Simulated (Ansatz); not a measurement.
# SrMgI4: complex band structure, part 2 of 3

Aim: relax a made-up compound, SrMgI4, and see how good a tunnel barrier it would be. It is built by putting Mg for Ba in the BaSrI4 structure of space group R-3m, with the volume rescaled by atomic radii. The parent structure comes from the Materials Project.

Ansatz 0.2.0; PBE DFT, plane waves, PAW files (the session's first sound run).

So far. Step 2 (Relaxing the new crystal): The largest force component on a free atom ends at 0.0030 eV/Å.

The structure was built from a prototype and need not be the compound's stable phase.

**3. The bulk crystal and its band edges**

The energy window and the wavevectors of the next steps follow from the band edges, so these are searched first, off the mesh as well.

The input, input.yaml:

```yaml
crystal:
  lattice:
    - [2.988439352, 1.7253762643, 7.76450636]
    - [-2.988439352, 1.7253762643, 7.76450636]
    - [0.0, -3.4507525287, 7.76450636]
  atoms:
    - { symbol: Mg, position: [0.0, 0.0, 0.0] }
    - { symbol: Sr, position: [0.5, 0.5, 0.5] }
    - { symbol: I, position: [0.6391361481, 0.6391361481, 0.6391361481] }
    - { symbol: I, position: [0.8790369372, 0.8790369372, 0.8790369372] }
    - { symbol: I, position: [0.1209630628, 0.1209630628, 0.1209630628] }
    - { symbol: I, position: [0.3608638519, 0.3608638519, 0.3608638519] }
kpoints:
  mp_grid: { grid: [6, 6, 6] }
  band_path: { path: [VBM, CBM], npoints: 30 }
scf:
  occupations: { method: fixed }
hamiltonian:
  xc: pbe
output:
  eigenvalues: true
  write_potential: true
  write_density: true
  volumetric_format: npy
  elf: true
```

Started as:

```bash
$ ansatz run input.yaml --threads 2 --pin off --max-ram 4096MiB --backend cpu --events-out ev --progress --plain --runs-dir out
```

Numbers of over 12 decimals in the logs are rounded to 6 here.

The log of the run:

```text
[...]
Crystal: 6 atoms, lattice volume = 240.211 Å³
Basis set: ecut = 420 eV, 4657 PW (Γ), FFT grids on a1−a2, a2, −a2+a3
Bands: 53, of which v1, the nominal top of the filled ones, is band 44 counted from 1 (43 counted from 0)
Symmetry: 12 space group operations
[...]
k-points: 32 of 216
[...]
SCF iter   1: F=—  HF=-35526.613818 eV  |F-HF|=—  |Δ(HF+E_count)|=         —  Δρ=1.08e-3  dr2=8.35e-3  ethr=1.77e-3  ⟨swp⟩=7.3  Hψ=6440  notcnv=0  defer=191
[...]
SCF iter   6: F=-35526.614305 eV  HF=-35526.614305 eV  |F-HF|=1.36e-7  |Δ(HF+E_count)|=   6.28e-7  Δρ=3.97e-6  dr2=6.41e-8  ethr=1.14e-10  ⟨swp⟩=17.7  Hψ=9697  notcnv=0
SCF 1 converged in 6 iterations: F = -35526.614305 eV  dr2 = 6.41e-8
[...]
NSCF: frozen V_eff on 32 k-points
[...]
SCF converged after 6 iterations
Free energy (F): -35526.614305 eV
[...]
Internal energy: -35526.614305 eV  (E = F + TS)
E sigma→0 (E₀):  -35526.614305 eV
Fermi energy:    5.098250 eV
[...]
--- Band table (eV; the first three rows and the last of 32) ---
  k-point 0: bands = [... 40 lower, 3.2245, 3.9088, 4.5969, 4.5969, 6.9205, 8.9456, 8.9456, 9.0598, ... 5 higher]
  k-point 1: bands = [... 40 lower, 3.4524, 3.9769, 4.3843, 4.6537, 7.3535, 8.8497, 9.0310, 9.1306, ... 5 higher]
  k-point 2: bands = [... 40 lower, 3.6826, 4.1356, 4.7837, 4.8078, 7.7752, 8.7197, 9.1719, 9.1851, ... 5 higher]
  k-point 31: bands = [... 40 lower, 3.5374, 3.6674, 4.2354, 4.2354, 7.4037, 8.6635, 8.6635, 8.9584, ... 5 higher]
```

It took 39 s on 2 threads of Intel Xeon Platinum 8259CL at 2.50GHz (Skylake/Cascade Lake), shared host; peak memory 0.7 GiB; 76 s of CPU time.

Numbers from this step:

```yaml
fermi_energy: 5.098 eV
gap_on_the_k_mesh: 1.822 eV
gap_on_path: 1.802 eV, by band count; negative where bands overlap
direct_gap_on_path: 2.324 eV
edge_places_on_path: 0, 0.6078 1/A along the path
```

Electronic bands along the path, in eV, zero at the Fermi level (highest filled level under fixed occupations); v1 is the highest filled band, c1 the lowest empty one:

```tsv
point	v4	v3	v2	v1	c1	c2	c3	c4
VBM	-1.55	-0.51	-0.47	0.02	2.54	3.86	4.08	4.23
halfway	-1.61	-0.93	-0.66	-0.37	2.57	3.75	3.90	3.96
CBM	-1.87	-1.19	-0.50	-0.50	1.82	3.85	3.85	3.96
```

Electrostatic potential energy in the ac plane of the cell as run, not the conventional one, at fractional y = 0.000, with atoms of Mg within 0.2 Å of it. With pseudopotentials it is smooth inside the atoms' cores, unlike the true potential.

Values in eV, 13 rows by 16 columns, each cell a mean:
```
-19 -18  -3   6   6   6   7   9   9   8   1 -10  -9   0   2 -12
 -5 -13  -7   3   8   9   9   9   9   9   5  -9 -13 -12  -4   3
  5   4   2   4   7   9  10  10  10   9   9   3 -10 -11 -13  -3
  4   8   8   7   8   9  10  10  10  10   9   9   5  -5 -12 -10
  4   8   9   9   9   9  10  10  10  10  10   9   9   8   4   1
  8   9   9  10  10  10  10  10  10  10  10  10  10   9   9   8
  9   9  10  10  10  10  10  10  10  10  10  10  10  10   9   9
  7   8   9   9  10  10  10  10  10  10  10  10  10  10   9   7
 -1  -2   4   8   9  10  10  10  10  10   9   9   9   9   9   5
 -5 -14 -12  -2   7   9  10  10  10  10   9   8   7   6   7   6
  3 -10 -11 -12  -4   7   9  10  10  10   9   8   4   0   0   4
 -2   2  -9 -13 -13   0   8   9   9   9   9   8   5  -3 -16 -13
-18  -6   3  -1  -7  -2   6   9   9   7   5   4   6   3 -12 -19
```
Columns run along a (8.5 Å; values clipped at the 3rd and 97th percentile), rows up along c (8.5 Å). Atoms in or near the plane, at fractional coordinates: Mg at (0.00, 0.00).

ELF in the ac plane of the cell as run, not the conventional one, at fractional y = 0.000, with atoms of Mg within 0.2 Å of it. It is the smooth field of the valence electrons, not physical close to the nuclei.

Ten even steps from '_' (0.01) to '@' (0.78), each cell a mean:
```
--==--..++%%@@@@@@@@##--__--%%@@%%%%%%@@@@++..==
==++++....==**##%%%%##==....**@@@@%%##%%@@@@++..
..::--..__..::--==++**==..__--%%@@%%##**##@@@@++
++..________......::::::..__..**@@%%##****##@@@@
@@++..______..________________--%%@@%%##****%%@@
@@##--..__......______________..==%%@@%%######%%
@@%%==..__........______________..++%%@@%%%%%%%%
@@%%**::____........______________..==%%@@@@@@%%
@@@@##--______..........____________..--**%%@@@@
@@%%##==..______..........______________..--**%%
++****==..______............________________..--
....::::..________............__________......__
....________________............________::====--
**==::..______________..........________::**####
@@@@##++::______________..........______::++%%@@
@@@@@@@@##--..____________..........____..==%%@@
%%%%%%@@@@%%==..______________........__..--##@@
%%%%####%%@@%%==..______________..........::**@@
@@%%##**##%%@@%%--________________....____..==%%
@@@@##****##%%@@##::____......______________..++
++@@@@##****##@@@@++..__::====--::....____......
..++@@@@######%%@@##::__::**####**==--..__--++--
==..++@@@@%%%%%%@@@@==....**%%@@%%%%##++..::++==
--==..++@@@@%%%%@@@@**....++@@@@@@@@@@@@++..==--
```
Columns run along a (8.5 Å), rows up along c (8.5 Å). Atoms in or near the plane, at fractional coordinates: Mg at (0.00, 0.00).

Valence density in the ac plane of the cell as run, not the conventional one, at fractional y = 0.000, with atoms of Mg within 0.2 Å of it. It is the smooth field of the valence electrons, not physical close to the nuclei.

Ten steps, logarithmic in the rise over the least value, from '_' (0 e/Å³) to '@' (23 e/Å³), each cell a mean:
```
@@@@==..__..........________....::::::::....::##
**##**..________..____________..::------::....::
..----..______________________..::--====--::....
________________________________..::==++++--::..
..________________________________::--==++==--::
..________________________________..::--====--::
....________________________________..::::----::
::..____________________________________..::::::
....______________________________________......
....__________________________________________..
________________________________________________
________________________________________________
________________________________________________
________________________________________________
......________________________________________..
::::::..____________________________________....
::----::....__________________________________..
::--------::..________________________________..
..--==++==--::..______________________________..
..::--++++==--..________________________________
....::--++++--::..________________________......
......::--==----::..______________________--**==
**::....::------::..________........______--##@@
@@**........::::::..________....::......__..**@@
```
Columns run along a (8.5 Å), rows up along c (8.5 Å). Atoms in or near the plane, at fractional coordinates: Mg at (0.00, 0.00).

The searched edges give 1.80 eV, against 1.82 eV on the mesh.

**4. Decaying states in the gap**

This step: PBE DFT, plane waves, PAW files; complex bands by layer matching along the plane's normal (Ansatz 0.2.0).

The same crystal is laid in a cell whose first two vectors span the (001) plane (indices of the standard conventional cell, whose axes can be ordered otherwise than in the bulk input). At fixed energy and wavevector in the plane the solver finds all kz, real and complex. A few wavevectors are listed, (0, 0), (-0.2917, 0.2865) and (-0.4219, 0.2865) in units of the plane's reciprocal vectors; the slowest state needn't be among them.

The input, input.yaml:

```yaml
crystal:
  lattice:
    - [5.976878704, 0.0, 0.0]
    - [2.988439352, 5.176128793, 0.0]
    - [2.988439352, 1.725376264, 7.76450636]
  atoms:
    - { symbol: Mg, position: [0.0, 0.0, 0.0] }
    - { symbol: Sr, position: [0.5, 0.5, 0.5] }
    - { symbol: I, position: [0.3608638519, 0.3608638519, 0.9174084443] }
    - { symbol: I, position: [0.1209630628, 0.1209630628, 0.6371108116] }
    - { symbol: I, position: [0.8790369372, 0.8790369372, 0.3628891884] }
    - { symbol: I, position: [0.6391361481, 0.6391361481, 0.0825915557] }
kpoints:
  mp_grid: { grid: [6, 6, 6] }
scf:
  occupations: { method: fixed }
hamiltonian:
  xc: pbe
output:
  eigenvalues: true
  transmission:
    leads: [[0, 0]]
    kpoints: [[0.0, 0.0], [-0.2917, 0.2865], [-0.4219, 0.2865]]
    e_range: [-1.0, 2.8]
    de: 0.08
```

The log of the run:

```text
[...]
Crystal: 6 atoms, lattice volume = 240.211 Å³
Basis set: ecut = 420 eV, 4657 PW (Γ)
Bands: 53, of which v1, the nominal top of the filled ones, is band 44 counted from 1 (43 counted from 0)
Symmetry: 12 space group operations
[...]
k-points: 32 of 216
[...]
SCF iter   1: F=—  HF=-35526.613861 eV  |F-HF|=—  |Δ(HF+E_count)|=         —  Δρ=1.08e-3  dr2=8.43e-3  ethr=1.77e-3  ⟨swp⟩=7.3  Hψ=6480  notcnv=0  defer=191
[...]
SCF iter   6: F=-35526.614305 eV  HF=-35526.614305 eV  |F-HF|=1.29e-7  |Δ(HF+E_count)|=   6.49e-7  Δρ=3.90e-6  dr2=6.03e-8  ethr=1.14e-10  ⟨swp⟩=17.6  Hψ=9802  notcnv=0
SCF 1 converged in 6 iterations: F = -35526.614305 eV  dr2 = 6.03e-8
[...]
transmission: 12 of 36 steps passed
transmission: 24 of 36 steps passed
transmission: 36 of 36 steps passed
SCF converged after 6 iterations
Free energy (F): -35526.614305 eV
[...]
Internal energy: -35526.614305 eV  (E = F + TS)
E sigma→0 (E₀):  -35526.614305 eV
Fermi energy:    5.098248 eV
[...]
--- Band table (eV; the first three rows and the last of 32) ---
  k-point 0: bands = [... 40 lower, 3.2245, 3.9088, 4.5969, 4.5969, 6.9205, 8.9456, 8.9456, 9.0598, ... 5 higher]
  k-point 1: bands = [... 40 lower, 3.2873, 3.7833, 4.5225, 4.5225, 7.0775, 8.7851, 8.7851, 9.0691, ... 5 higher]
  k-point 2: bands = [... 40 lower, 3.4125, 3.6476, 4.3482, 4.3482, 7.3231, 8.6888, 8.6888, 8.9397, ... 5 higher]
  k-point 31: bands = [... 40 lower, 3.7769, 4.3719, 4.6781, 5.0966, 7.5195, 8.8769, 9.3266, 9.3672, ... 5 higher]
--- Transmission ---
  basis      : 265 plane waves across, 12 finite elements along
  points     : 3, as listed
  energies   : 48 from -1.000000 to 2.760000 eV about the Fermi level, 0.080000 eV apart; the leads are filled to 0.911132 eV, and channels, transmission and decay are at 0.920000 eV
  crystal 0  : I4Mg1Sr1, at the sites [0, 0], period 7.7645 Å: whole cells are its period
    offset         : up to 0.0000 Å between an atom of the period and one for which it stands
    channels       : 0.000000e0 a spin
    conductance    : none, the energies end too early or step too widely for 300 K: set another output.transmission.e_range or a lower de, or, where they end at an eighth of basis.ecutwfc, a higher one
    slowest decay  : 0.2280 /Å at (0.0000, 0.0000)
```

Elapsed: 1.7 min, on 2 threads; peak memory 1.1 GiB.

Numbers from this step:

```yaml
level_to_which_the_leads_are_filled: 0.9111 eV from the Fermi level
decay_constant_at_the_filling_level_zone_centre: 0.2281 Å⁻¹
decay_constant_at_the_filling_level_slowest_listed_point: 0.228 Å⁻¹
```

K parallel (0, 0); values up to 1.5 1/Å, a degenerate pair printed once or twice; energies at which all values exceed this have no row. The Im kz of the slowest decaying states by energy, zero at the highest filled level on the SCF mesh:

```tsv
energy (eV)	decay 1 (Å⁻¹)	decay 2 (Å⁻¹)	decay 3 (Å⁻¹)	decay 4 (Å⁻¹)
-1.00	0.116	0.139	0.270	0.517
-0.84	0.178	0.298	0.512	0.773
-0.60	0.212	0.329	0.504	0.778
-0.44	0.117	0.227	0.344	0.498
-0.28	0.212	0.238	0.357	0.490
-0.04	0.247	0.288	0.373	0.476
0.12	0.250	0.323	0.383	0.465
0.28	0.250	0.350	0.392	0.451
0.52	0.246	0.381	0.417	0.781
0.68	0.241	0.397	0.412	0.779
0.92	0.228	0.403	0.416	0.776
1.08	0.216	0.396	0.427	0.774
1.24	0.199	0.388	0.435	0.771
1.48	0.163	0.374	0.445	0.766
1.64	0.126	0.363	0.451	0.762
1.80	0.0465	0.350	0.456	0.758
2.04	0.326	0.465	0.717	0.751
2.20	0.305	0.474	0.670	0.745
2.36	0.132	0.245	0.287	0.493
2.60	0.212	0.302	0.516	0.730
2.76	0.216	0.298	0.490	0.722
```

K parallel (-0.2917, 0.2865); values up to 1.5 1/Å, a degenerate pair printed once or twice; energies at which all values exceed this have no row. Im kz of the slowest decaying states against energy, zero at the highest filled level on the SCF mesh:

```tsv
energy (eV)	decay 1 (Å⁻¹)	decay 2 (Å⁻¹)	decay 3 (Å⁻¹)	decay 4 (Å⁻¹)
-1.00	0.160	0.162	0.180	0.525
-0.84	0.200	0.215	0.519	0.526
-0.60	0.206	0.214	0.509	0.515
-0.44	0.136	0.503	0.508	0.663
-0.28	0.196	0.207	0.210	0.497
-0.04	0.260	0.266	0.487	0.491
0.12	0.262	0.288	0.291	0.480
0.28	0.324	0.341	0.344	0.472
0.52	0.368	0.395	0.397	0.458
0.68	0.385	0.425	0.426	0.443
0.92	0.400	0.411	0.415	0.467
1.08	0.396	0.399	0.404	0.483
1.24	0.381	0.384	0.405	0.495
1.48	0.355	0.359	0.399	0.504
1.64	0.336	0.340	0.391	0.498
1.80	0.314	0.318	0.380	0.491
2.04	0.270	0.275	0.358	0.481
2.20	0.223	0.233	0.340	0.473
2.36	0.239	0.317	0.465	0.509
2.60	0.125	0.253	0.266	0.449
2.76	0.219	0.225	0.247	0.437
```

K parallel (-0.4219, 0.2865); values up to 1.5 1/Å, a degenerate pair printed once or twice; energies at which all values exceed this have no row. The Im kz of the slowest decaying states by energy, zero at the highest filled level on the SCF mesh:

```tsv
energy (eV)	decay 1 (Å⁻¹)	decay 2 (Å⁻¹)	decay 3 (Å⁻¹)	decay 4 (Å⁻¹)
-1.00	0.160	0.162	0.180	0.525
-0.76	0.212	0.223	0.516	0.522
-0.44	0.136	0.503	0.508	0.663
-0.20	0.183	0.236	0.239	0.493
-0.04	0.260	0.266	0.487	0.491
0.04	0.149	0.258	0.266	0.484
0.36	0.342	0.362	0.364	0.468
0.60	0.377	0.410	0.411	0.451
0.92	0.400	0.412	0.415	0.467
1.16	0.388	0.391	0.405	0.490
1.40	0.364	0.367	0.402	0.504
1.72	0.326	0.329	0.386	0.495
1.96	0.286	0.291	0.366	0.485
2.20	0.223	0.232	0.340	0.473
2.52	0.253	0.287	0.455	0.503
2.76	0.219	0.225	0.247	0.437
```

At the listed wavevectors the last open channel is at -0.04 eV and the next at +1.88 eV on the grid. At +0.92 eV, the grid energy nearest the filling level (the middle of the gap on the SCF mesh), the slowest state at the listed wavevectors decays with κ = 0.228 Å⁻¹, its amplitude falling by e over 4.4 Å. Through 1 nm of this crystal that state's transmission falls by exp(−2 × 0.228 Å⁻¹ × 10 Å) = 0.010.

**5. Band edges at another level, cutoff 1142.88 eV**

This step: PBE DFT, plane waves, norm-conserving files (Ansatz 0.2.0).

The edges again with norm-conserving files, at the same atoms. Against that run the cutoff is 1143 eV against 420.

The input, input.yaml:

```yaml
crystal:
  lattice:
    - [2.988439352, 1.7253762643, 7.76450636]
    - [-2.988439352, 1.7253762643, 7.76450636]
    - [0.0, -3.4507525287, 7.76450636]
  atoms:
    - { symbol: Mg, position: [0.0, 0.0, 0.0] }
    - { symbol: Sr, position: [0.5, 0.5, 0.5] }
    - { symbol: I, position: [0.6391361481, 0.6391361481, 0.6391361481] }
    - { symbol: I, position: [0.8790369372, 0.8790369372, 0.8790369372] }
    - { symbol: I, position: [0.1209630628, 0.1209630628, 0.1209630628] }
    - { symbol: I, position: [0.3608638519, 0.3608638519, 0.3608638519] }
kpoints:
  mp_grid: { grid: [6, 6, 6] }
  band_path: { path: [VBM, CBM], npoints: 30 }
scf:
  occupations: { method: fixed }
hamiltonian:
  xc: pbe
  pseudopotentials: { kind: nc }
output:
  eigenvalues: true
```

The log of the run:

```text
[...]
Crystal: 6 atoms, lattice volume = 240.211 Å³
Basis set: ecut = 1142.878222 eV, 21115 PW (Γ), FFT grids on a1−a3, a2−a3, a3
Bands: 30, of which v1, the nominal top of the filled ones, is band 24 counted from 1 (23 counted from 0)
Symmetry: 12 space group operations
[...]
k-points: 32 of 216
[...]
SCF iter   1: F=—  HF=-3963.833638 eV  |F-HF|=—  |Δ(HF+E_count)|=         —  Δρ=2.99e-2  dr2=4.38e0  ethr=3.10e-3  ⟨swp⟩=8.6  Hψ=5517  notcnv=0  defer=118
[...]
SCF iter   9: F=-3962.402289 eV  HF=-3962.402289 eV  |F-HF|=7.91e-11  |Δ(HF+E_count)|=   1.64e-8  Δρ=1.13e-6  dr2=8.57e-9  ethr=2.08e-10  ⟨swp⟩=17.0  Hψ=6189  notcnv=0
SCF 1 converged in 9 iterations: F = -3962.402289 eV  dr2 = 8.57e-9
[...]
SCF converged after 9 iterations
Free energy (F): -3962.402289 eV
[...]
Internal energy: -3962.402289 eV  (E = F + TS)
E sigma→0 (E₀):  -3962.402289 eV
Fermi energy:    3.762771 eV
[...]
--- Band table (eV; the first three rows and the last of 32) ---
  k-point 0: bands = [... 20 lower, 1.8892, 2.5748, 3.2615, 3.2615, 5.5779, 7.6104, 7.6104, 7.7228, ... 2 higher]
  k-point 1: bands = [... 20 lower, 2.1161, 2.6425, 3.0483, 3.3183, 6.0116, 7.5136, 7.6956, 7.7944, ... 2 higher]
  k-point 2: bands = [... 20 lower, 2.3462, 2.8014, 3.4491, 3.4725, 6.4334, 7.3835, 7.8361, 7.8495, ... 2 higher]
  k-point 31: bands = [... 20 lower, 2.2006, 2.3324, 2.8991, 2.8991, 6.0624, 7.3278, 7.3278, 7.6206, ... 2 higher]
```

Wall time 1.9 min (2 threads); peak memory 1.3 GiB.

This step gave:

```
free energy        : -3962.4023 eV
Fermi energy       : 3.763 eV
gap on the k-mesh  : 1.815 eV
gap on path        : 1.795 eV, by band count; negative where bands overlap
direct gap on path : 2.316 eV
```

The electronic bands at the labelled points (eV, zero at the Fermi level (highest filled level under fixed occupations); v1 is the highest filled band, c1 the lowest empty one):

```tsv
point	v4	v3	v2	v1	c1	c2	c3	c4
VBM	-1.55	-0.51	-0.47	0.02	2.53	3.86	4.08	4.23
halfway	-1.61	-0.93	-0.66	-0.37	2.56	3.75	3.90	3.96
CBM	-1.87	-1.19	-0.50	-0.50	1.82	3.85	3.85	3.96
```

The searched edges give 1.80 eV, under the 1.82 eV of the mesh, which misses an edge.

[end of part 2 of 3]

[Logs are printed without paths, hosts, clocks, repeated set-up lines and the standing remarks that a program may print on its own settings, such as how far it seeks lower states.]

[Hosts, paths, dates, database ids (printed as entryN), source tags and the programs' standing remarks are cut or masked in the printed files.]
